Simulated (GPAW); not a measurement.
# Conductance along a series: segments of Si in a Ge chain

Wanted: the trend of the zero-bias conductance over a family of junctions, segments of Si in a Ge chain.

Main program and level: GPAW 26.7.0; GPAW LCAO, PAW setups; Landauer transmission from Green's functions with principal layers (ASE), zero bias.

## (1) The structure

The cell holds 11 atoms: 10 Ge and 1 Si. Its edges and angles: a = 9.000 Å, b = 9.000 Å, c = 25.680 Å, α = 90.0°, β = 90.0°, γ = 90.0°. Regions: left lead, 5 atoms (5 Ge); channel, 1 atom (1 Si); right lead, 5 atoms (5 Ge). Vacuum lies along a and b. The structure is stacked along c, and the current runs across the ab planes.

## (2) Junction, foreign atoms 1

The structure changes from member to member while basis and functional stay, so that the trend is less open to errors of the level than any single value.

Input file run.py:

```python
import json
import numpy as np
from ase import Atoms
from ase.transport.calculators import TransportCalculator
from gpaw import GPAW, FermiDirac
from gpaw.lcao.tools import get_lcao_hamiltonian
from scipy.linalg import eigh

# The junction with lead layers at both ends, along the third cell vector
device = Atoms(
    ['Ge', 'Ge', 'Ge', 'Ge', 'Ge', 'Si', 'Ge', 'Ge', 'Ge', 'Ge', 'Ge'],
    positions=[
        [4.50000, 4.50000, 1.17500],
        [4.50000, 4.50000, 3.52500],
        [4.50000, 4.50000, 5.87500],
        [4.50000, 4.50000, 8.22500],
        [4.50000, 4.50000, 10.57500],
        [4.50000, 4.50000, 12.84010],
        [4.50000, 4.50000, 15.10520],
        [4.50000, 4.50000, 17.45520],
        [4.50000, 4.50000, 19.80520],
        [4.50000, 4.50000, 22.15520],
        [4.50000, 4.50000, 24.50520]],
    cell=[[9.0, 0.0, 0.0], [0.0, 9.0, 0.0], [0.0, 0.0, 25.6802]],
    pbc=True)

# One principal layer of the lead: the first 3 atoms of the device
lead = Atoms(
    ['Ge', 'Ge', 'Ge'],
    positions=[
        [4.50000, 4.50000, 1.17500],
        [4.50000, 4.50000, 3.52500],
        [4.50000, 4.50000, 5.87500]],
    cell=[[9.0, 0.0, 0.0], [0.0, 9.0, 0.0], [0.0, 0.0, 7.05]],
    pbc=True)

settings = dict(mode='lcao', basis='dzp', xc='LDA', h=0.2,
                occupations=FermiDirac(0.1), maxiter=250,
                mixer=dict(beta=0.1, nmaxold=8, weight=100.0),
                convergence=dict(density=0.0001))
energies = np.arange(-2, 2 + 1e-9, 0.05)
eta = 0.0001
n1, n2 = 1, 1
# k and -k transmit alike, so half of the mesh across the current serves
mesh = [(i, j) for i in range(n1) for j in range(n2) if (i, j) <= (-i % n1, -j % n2)]
weights = np.array([1 if (i, j) == (-i % n1, -j % n2) else 2 for i, j in mesh]) / (n1 * n2)


def ground_state(atoms, size, txt):
    atoms.calc = GPAW(kpts={'size': size, 'gamma': True}, symmetry={'tolerance': 1e-3}, txt=txt, **settings)
    atoms.get_potential_energy()
    return atoms.calc.get_fermi_level()


def blocks(atoms, fermi, points, nz, cells):
    """H - E_F S and S between cell 0 and the cells above it, at each point across the current."""
    kz = np.arange(nz) / nz
    calc = atoms.calc.fixed_density(kpts=[(*k, z) for k in points for z in kz], symmetry='off', txt=None)
    H, S = get_lcao_hamiltonian(calc)
    H = (H - fermi * S).reshape(len(H), len(points), nz, *S.shape[1:])
    S = S.reshape(H.shape[1:])
    phases = [np.exp(-2j * np.pi * kz * R) / nz for R in cells]
    return [(np.einsum('skzij,z->ksij', H, p), np.einsum('kzij,z->kij', S, p)) for p in phases]


def pair(a, b):
    return np.block([[a, b], [b.T.conj(), a]])


def count_channels(h, s, cells, nk=240):
    """Half the number of times that the lead's bands cross each energy, unfolded to its shortest repeat."""
    b = len(h) // cells
    bands = []
    for k in (np.arange(nk + 1) + 0.5) / nk:
        hk, sk = h[:b, :b].copy(), s[:b, :b].copy()
        for R in range(1, cells):
            phase, block = np.exp(2j * np.pi * k * R), slice(R * b, (R + 1) * b)
            hk += h[:b, block] * phase + (h[:b, block] * phase).T.conj()
            sk += s[:b, block] * phase + (s[:b, block] * phase).T.conj()
        bands.append(eigh(hk, sk, eigvals_only=True))
    below = np.array(bands)[:, :, None] < energies
    return (below[1:] != below[:-1]).sum((0, 1)) / 2


fermi_lead = ground_state(lead, (1, 1, 16), 'lead.txt')
fermi_device = ground_state(device, (1, 1, 3), 'device.txt')
T, channels, eigen, tail, misfit, shifts = [], [], [], 0.0, 0.0, []
for first in range(0, len(mesh), 918):
    points = [(i / n1, j / n2) for i, j in mesh[first:first + 918]]
    (H0k, S0k), (H1k, S1k), (H2k, _) = blocks(lead, fermi_lead, points, 5, range(3))
    [(Hk, Sk)] = blocks(device, fermi_device, points, 2, [0])
    tail = max(tail, abs(H2k).max())
    for H0, S0, H1, S1, H, S in zip(H0k, S0k, H1k, S1k, Hk, Sk):
        n = len(S0)
        # Shift the lead onto the potential of the device's first layer
        shift = ((H[:, 0, 0] - H0[:, 0, 0]) / S0[0, 0]).real.mean()
        shifts.append(shift)
        misfit = max(misfit, abs(H[:, :n, :n] - H0 - shift * S0).max())
        Tk, Ck, Ek = [], [], []
        for s in range(len(H)):
            t = s % len(H0)  # a lead without moments serves both spins
            h1, s1 = pair(H0[t] + shift * S0, H1[t] + shift * S1), pair(S0, S1)
            leads = dict(h1=h1, s1=s1, energies=energies, eta=eta, eta1=eta, eta2=eta)
            calc = TransportCalculator(h=H[s], s=S, eigenchannels=3, **leads)
            Tk.append(calc.get_transmission())
            Ek.append(np.sort(calc.eigenchannels_ne, axis=0)[::-1])
            Ck.append(count_channels(h1, s1, 6))
        T.append(Tk)
        channels.append(Ck)
        eigen.append(Ek)
T, channels = np.array(T), np.array(channels)
mean, open_channels = np.einsum('kse,k->se', T, weights), np.einsum('kse,k->se', channels, weights)

print(f'basis functions: device {len(S)}, principal layer {n}')
print(f'Fermi level: lead {fermi_lead:.4f} eV, device {fermi_device:.4f} eV; lead shifted by {np.mean(shifts):.4f} eV')
print(f'largest coupling past the next layer {tail:.2e} eV, largest misfit of the first layer {misfit:.3f} eV')
print('  E-E_F (eV)   ' + 'T (one spin)  channels')
for e, t, c in zip(energies, mean.T, open_channels.T):
    print(f'{e:10.3f}  ', *[f'{x:11.4e}' for x in t], *[f'{x:9.4f}' for x in c])

kT = 8.617333e-5 * 500
fine = np.linspace(energies[0], energies[-1], 4001)
both = np.exp(np.interp(fine, energies, np.log(np.maximum(mean.sum(0) * 2 / len(mean), 1e-30))))
fermi = lambda mu: 1 / (1 + np.exp(np.clip((fine - mu) / kT, -200, 200)))
slope = fermi(0) * (1 - fermi(0)) / kT
G = np.trapezoid(both * slope, fine) / 2
seebeck = -np.trapezoid(both * slope * fine, fine) / (2 * G * 500) * 1e6
print(f'conductance at 500 K: {G:.5g} G0 a cell; thermopower {seebeck:.4g} uV/K')
bias = [0.1, 0.2, 0.5, 1.0, 1.5, 2.0]
current = [38.74 * np.trapezoid(both * (fermi(V / 2) - fermi(-V / 2)), fine) for V in bias]
for V, I in zip(bias, current):
    print(f'current from the zero-bias T(E) at {V} V: {I:.5g} uA')
zero = abs(energies).argmin()
json.dump(dict(energies=energies.tolist(), T=mean.tolist(), channels=open_channels.tolist(), G=G, seebeck=seebeck,
               bias=bias, current=current, tail=tail, misfit=misfit, shift=np.mean(shifts), n_device=len(S), n_lead=n,
               fermi=[fermi_lead, fermi_device], energy=device.get_potential_energy(),
               moments=device.get_magnetic_moments().tolist(), mesh=mesh, weights=weights.tolist(),
               T_k=T[:, :, zero].tolist(), eigen=np.array(eigen[0]).tolist()), open('result.json', 'w'))
```

On the command line:

```
$ OMP_NUM_THREADS=1 OPENBLAS_NUM_THREADS=1 python run.py
```

The program printed:

```text
basis functions: device 143, principal layer 39
Fermi level: lead -3.7682 eV, device -3.7876 eV; lead shifted by -0.0337 eV
largest coupling past the next layer 9.55e-06 eV, largest misfit of the first layer 0.017 eV
  E-E_F (eV)   T (one spin)  [channel counts left out]
    -2.000    9.1760e-01
    -1.950    9.1947e-01
    -1.900    9.2130e-01
    -1.850    9.2309e-01
    -1.800    9.2484e-01
    -1.750    9.2655e-01
    -1.700    9.2822e-01
    -1.650    9.2985e-01
    -1.600    9.3145e-01
    -1.550    9.3300e-01
    -1.500    9.3452e-01
    -1.450    9.3599e-01
    -1.400    9.3743e-01
    -1.350    9.3883e-01
    -1.300    9.4019e-01
    -1.250    9.4151e-01
[...]
1.650    2.9498e+00
     1.700    2.9493e+00
     1.750    2.9487e+00
     1.800    2.9483e+00
     1.850    2.9478e+00
     1.900    2.9474e+00
     1.950    2.9469e+00
     2.000    2.9464e+00
conductance at 500 K: 2.9615 G0 a cell; thermopower -0.0768 uV/K
current from the zero-bias T(E) at 0.1 V: 22.945 uA
current from the zero-bias T(E) at 0.2 V: 45.89 uA
current from the zero-bias T(E) at 0.5 V: 114.7 uA
current from the zero-bias T(E) at 1.0 V: 229.26 uA
current from the zero-bias T(E) at 1.5 V: 343.4 uA
current from the zero-bias T(E) at 2.0 V: 454.88 uA
```

The job ended after 40 s (1 thread of Arm Neoverse N1, shared host; peak memory 0.83 GiB).

This step gave:

* conductance: 2.961 G₀
* largest coupling past the next principal layer: 9.55e-6 eV
* largest misfit of the first principal layer: 0.01747 eV
* shift that aligns the lead: -0.03370 eV
* basis functions of the junction: 143
* basis functions of a principal layer: 39
* transmission at the Fermi level (one spin): 2.962

One spin. Table of transmission, zone mean by energy, zero at the Fermi level:

energy (eV), transmission, zone mean and a bar from the least value:
```
    -2.00       0.92 
    -1.85       0.92 
    -1.70       0.93 
    -1.60       0.93 
    -1.45       0.94 
    -1.30       0.94 
    -1.15       0.94 
    -1.05       2.51 #######################
    -0.90       2.83 ############################
    -0.75       2.91 #############################
    -0.60       2.93 #############################
    -0.50       2.94 ##############################
    -0.35       2.95 ##############################
    -0.20       2.96 ##############################
    -0.05       2.96 ##############################
     0.00       2.96 ##############################
     0.05       2.96 ##############################
     0.20       2.96 ##############################
     0.35       2.97 ##############################
     0.50       2.97 ##############################
     0.60       2.97 ##############################
     0.75       2.97 ##############################
     0.90       2.97 ##############################
     1.05       2.96 ##############################
     1.15       2.96 ##############################
     1.30       2.96 ##############################
     1.45       2.95 ##############################
     1.60       2.95 ##############################
     1.70       2.95 ##############################
     1.85       2.95 ##############################
     2.00       2.95 ##############################
```

Not self-consistent under bias; the bias window is split evenly. Table of current through one cell, from the zero-bias transmission by bias:

| bias (V) | current through one cell, from the zero-bias transmission (μA) |
| --- | --- |
| 0.100 | 22.9 |
| 0.200 | 45.9 |
| 0.500 | 115 |
| 1.000 | 229 |
| 1.500 | 343 |
| 2.000 | 455 |

The transmission of the three most open eigenchannels by energy, zero at the Fermi level:

| energy (eV) | channel 1 | channel 2 | channel 3 |
| --- | --- | --- | --- |
| -2.00 | 0.918 | 0 | 0 |
| -1.85 | 0.923 | 0 | 0 |
| -1.70 | 0.928 | 0 | 0 |
| -1.60 | 0.931 | 0 | 0 |
| -1.45 | 0.936 | 0 | 0 |
| -1.30 | 0.940 | 4.1e-12 | 4.1e-12 |
| -1.15 | 0.944 | 2.6e-6 | 2.6e-6 |
| -1.05 | 0.946 | 0.781 | 0.781 |
| -0.90 | 0.950 | 0.941 | 0.941 |
| -0.75 | 0.979 | 0.979 | 0.953 |
| -0.60 | 0.988 | 0.988 | 0.955 |
| -0.50 | 0.992 | 0.992 | 0.957 |
| -0.35 | 0.995 | 0.995 | 0.959 |
| -0.20 | 0.998 | 0.998 | 0.962 |
| -0.05 | 0.999 | 0.999 | 0.964 |
| 0.00 | 0.999 | 0.999 | 0.964 |
| 0.05 | 0.999 | 0.999 | 0.965 |
| 0.20 | 0.999 | 0.999 | 0.967 |
| 0.35 | 0.999 | 0.999 | 0.969 |
| 0.50 | 0.998 | 0.998 | 0.970 |
| 0.60 | 0.998 | 0.998 | 0.972 |
| 0.75 | 0.997 | 0.997 | 0.973 |
| 0.90 | 0.995 | 0.995 | 0.975 |
| 1.05 | 0.993 | 0.993 | 0.977 |
| 1.15 | 0.991 | 0.991 | 0.978 |
| 1.30 | 0.988 | 0.988 | 0.980 |
| 1.45 | 0.986 | 0.986 | 0.982 |
| 1.60 | 0.984 | 0.984 | 0.983 |
| 1.70 | 0.985 | 0.982 | 0.982 |
| 1.85 | 0.986 | 0.981 | 0.981 |
| 2.00 | 0.988 | 0.979 | 0.979 |

Couplings past the next layer reach 9.5e-6 eV, small enough to drop; the matrix elements of the cell's first layer differ from the bulk lead's by up to 0.017 eV. That layer keeps its own values in the calculation, and only beyond it is the lead taken as perfect. The Fermi levels of lead and junction count from different zeros of potential, one for each periodic cell; with both set to zero, the small remaining shift is what aligns them. By hand: G = 2.961 × 77.48 μS = 229 μS, a resistance of 4.36 kΩ; at 0.1 V a linear junction would pass 22.9 μA, and the integral over the bias window gives 22.9 μA.

## (3) Member of the series, 12 atoms: segment atoms = 2

System of this step: 2 Si atoms in a Ge chain. The cell holds 12 atoms: 10 Ge and 2 Si. Cell: a = 9.000 Å, b = 9.000 Å, c = 27.880 Å, α = 90.0°, β = 90.0°, γ = 90.0°. Regions: left lead, 5 atoms (5 Ge); channel, 2 atoms (2 Si); right lead, 5 atoms (5 Ge). Vacuum lies along a and b. The structure is stacked along c, and the current runs across the ab planes.

run.py: that of step 2 with these lines changed.

```diff
@@ -10,3 +10,3 @@
 device = Atoms(
-    ['Ge', 'Ge', 'Ge', 'Ge', 'Ge', 'Si', 'Ge', 'Ge', 'Ge', 'Ge', 'Ge'],
+    ['Ge', 'Ge', 'Ge', 'Ge', 'Ge', 'Si', 'Si', 'Ge', 'Ge', 'Ge', 'Ge', 'Ge'],
     positions=[
@@ -18,8 +18,9 @@
         [4.50000, 4.50000, 12.84010],
-        [4.50000, 4.50000, 15.10520],
-        [4.50000, 4.50000, 17.45520],
-        [4.50000, 4.50000, 19.80520],
-        [4.50000, 4.50000, 22.15520],
-        [4.50000, 4.50000, 24.50520]],
-    cell=[[9.0, 0.0, 0.0], [0.0, 9.0, 0.0], [0.0, 0.0, 25.6802]],
+        [4.50000, 4.50000, 15.04010],
+        [4.50000, 4.50000, 17.30520],
+        [4.50000, 4.50000, 19.65520],
+        [4.50000, 4.50000, 22.00520],
+        [4.50000, 4.50000, 24.35520],
+        [4.50000, 4.50000, 26.70520]],
+    cell=[[9.0, 0.0, 0.0], [0.0, 9.0, 0.0], [0.0, 0.0, 27.8802]],
     pbc=True)
@@ -87,4 +88,4 @@
 T, channels, eigen, tail, misfit, shifts = [], [], [], 0.0, 0.0, []
-for first in range(0, len(mesh), 918):
-    points = [(i / n1, j / n2) for i, j in mesh[first:first + 918]]
+for first in range(0, len(mesh), 771):
+    points = [(i / n1, j / n2) for i, j in mesh[first:first + 771]]
     (H0k, S0k), (H1k, S1k), (H2k, _) = blocks(lead, fermi_lead, points, 5, range(3))
```

The program printed:

```text
basis functions: device 156, principal layer 39
Fermi level: lead -3.7682 eV, device -3.8170 eV; lead shifted by -0.0076 eV
largest coupling past the next layer 9.55e-06 eV, largest misfit of the first layer 0.011 eV
  E-E_F (eV)   T (one spin)  [channel counts left out]
    -2.000    7.2859e-01
    -1.950    7.3325e-01
    -1.900    7.3787e-01
    -1.850    7.4246e-01
    -1.800    7.4702e-01
    -1.750    7.5156e-01
    -1.700    7.5608e-01
    -1.650    7.6059e-01
    -1.600    7.6507e-01
    -1.550    7.6953e-01
    -1.500    7.7397e-01
    -1.450    7.7839e-01
    -1.400    7.8278e-01
    -1.350    7.8715e-01
    -1.300    7.9148e-01
    -1.250    7.9579e-01
[...]
1.650    2.9520e+00
     1.700    2.9512e+00
     1.750    2.9502e+00
     1.800    2.9490e+00
     1.850    2.9476e+00
     1.900    2.9460e+00
     1.950    2.9442e+00
     2.000    2.9421e+00
conductance at 500 K: 2.8859 G0 a cell; thermopower -0.2596 uV/K
current from the zero-bias T(E) at 0.1 V: 22.36 uA
current from the zero-bias T(E) at 0.2 V: 44.719 uA
current from the zero-bias T(E) at 0.5 V: 111.79 uA
current from the zero-bias T(E) at 1.0 V: 223.48 uA
current from the zero-bias T(E) at 1.5 V: 334.61 uA
current from the zero-bias T(E) at 2.0 V: 440.96 uA
```

Wall time 44 s (1 thread); peak memory 0.89 GiB.

This step gave:

```yaml
conductance: 2.886 G₀
largest_misfit_of_the_first_principal_layer: 0.01054 eV
shift_that_aligns_the_lead: -0.007619 eV
basis_functions_of_the_junction: 156
transmission_at_the_fermi_level_one_spin: 2.886
```

One spin. Transmission, zone mean against energy, zero at the Fermi level:

energy (eV), transmission, zone mean and a bar from the least value:
```
    -2.00       0.73 
    -1.90       0.74 
    -1.80       0.75 
    -1.70       0.76 
    -1.55       0.77 #
    -1.45       0.78 #
    -1.35       0.79 #
    -1.25       0.80 #
    -1.15       0.80 #
    -1.05       1.94 ################
    -0.90       2.63 ##########################
    -0.80       2.75 ###########################
    -0.70       2.80 ############################
    -0.60       2.83 ############################
    -0.50       2.85 #############################
    -0.40       2.86 #############################
    -0.25       2.87 #############################
    -0.15       2.88 #############################
    -0.05       2.88 #############################
     0.00       2.89 #############################
     0.05       2.89 #############################
     0.15       2.89 #############################
     0.25       2.90 #############################
     0.40       2.91 #############################
     0.50       2.91 #############################
     0.60       2.92 ##############################
     0.70       2.93 ##############################
     0.80       2.93 ##############################
     0.90       2.94 ##############################
     1.05       2.94 ##############################
     1.15       2.95 ##############################
     1.25       2.95 ##############################
     1.35       2.95 ##############################
     1.45       2.95 ##############################
     1.55       2.95 ##############################
     1.70       2.95 ##############################
     1.80       2.95 ##############################
     1.90       2.95 ##############################
     2.00       2.94 ##############################
```

Not self-consistent under bias; the bias window is split evenly. The current through one cell, from the zero-bias transmission by bias:

| bias (V) | current through one cell, from the zero-bias transmission (μA) |
| --- | --- |
| 0.100 | 22.4 |
| 0.200 | 44.7 |
| 0.500 | 112 |
| 1.000 | 223 |
| 1.500 | 335 |
| 2.000 | 441 |

Transmission of the three most open eigenchannels against energy, zero at the Fermi level:

| energy (eV) | channel 1 | channel 2 | channel 3 |
| --- | --- | --- | --- |
| -2.00 | 0.729 | 0 | 0 |
| -1.85 | 0.742 | 0 | 0 |
| -1.70 | 0.756 | 0 | 0 |
| -1.60 | 0.765 | 0 | 0 |
| -1.45 | 0.778 | 0 | 0 |
| -1.30 | 0.791 | 1.2e-12 | 1.2e-12 |
| -1.15 | 0.804 | 5.3e-6 | 5.3e-6 |
| -1.05 | 0.813 | 0.561 | 0.561 |
| -0.90 | 0.904 | 0.904 | 0.825 |
| -0.75 | 0.973 | 0.973 | 0.837 |
| -0.60 | 0.991 | 0.991 | 0.848 |
| -0.50 | 0.996 | 0.996 | 0.855 |
| -0.35 | 0.998 | 0.998 | 0.866 |
| -0.20 | 0.999 | 0.999 | 0.876 |
| -0.05 | 0.999 | 0.999 | 0.886 |
| 0.00 | 0.998 | 0.998 | 0.889 |
| 0.05 | 0.998 | 0.998 | 0.892 |
| 0.20 | 0.998 | 0.998 | 0.901 |
| 0.35 | 0.998 | 0.998 | 0.910 |
| 0.50 | 0.998 | 0.998 | 0.918 |
| 0.60 | 0.999 | 0.999 | 0.923 |
| 0.75 | 0.999 | 0.999 | 0.931 |
| 0.90 | 0.999 | 0.999 | 0.938 |
| 1.05 | 0.999 | 0.999 | 0.945 |
| 1.15 | 0.999 | 0.999 | 0.949 |
| 1.30 | 0.998 | 0.998 | 0.955 |
| 1.45 | 0.996 | 0.996 | 0.961 |
| 1.60 | 0.993 | 0.993 | 0.967 |
| 1.70 | 0.991 | 0.991 | 0.970 |
| 1.85 | 0.987 | 0.987 | 0.974 |
| 2.00 | 0.982 | 0.982 | 0.979 |

The conductance, 2.89 G₀, lies 2.6 % below that of the member before.

(Continued in part 2 of 3.)

[Logs are printed without paths, hosts, clocks, repeated set-up lines and the standing remarks that a program may print on its own settings, such as how far it seeks lower states.]

[Hosts, paths, dates, database ids (printed as entryN), source tags and the programs' standing remarks are cut or masked in the printed files.]
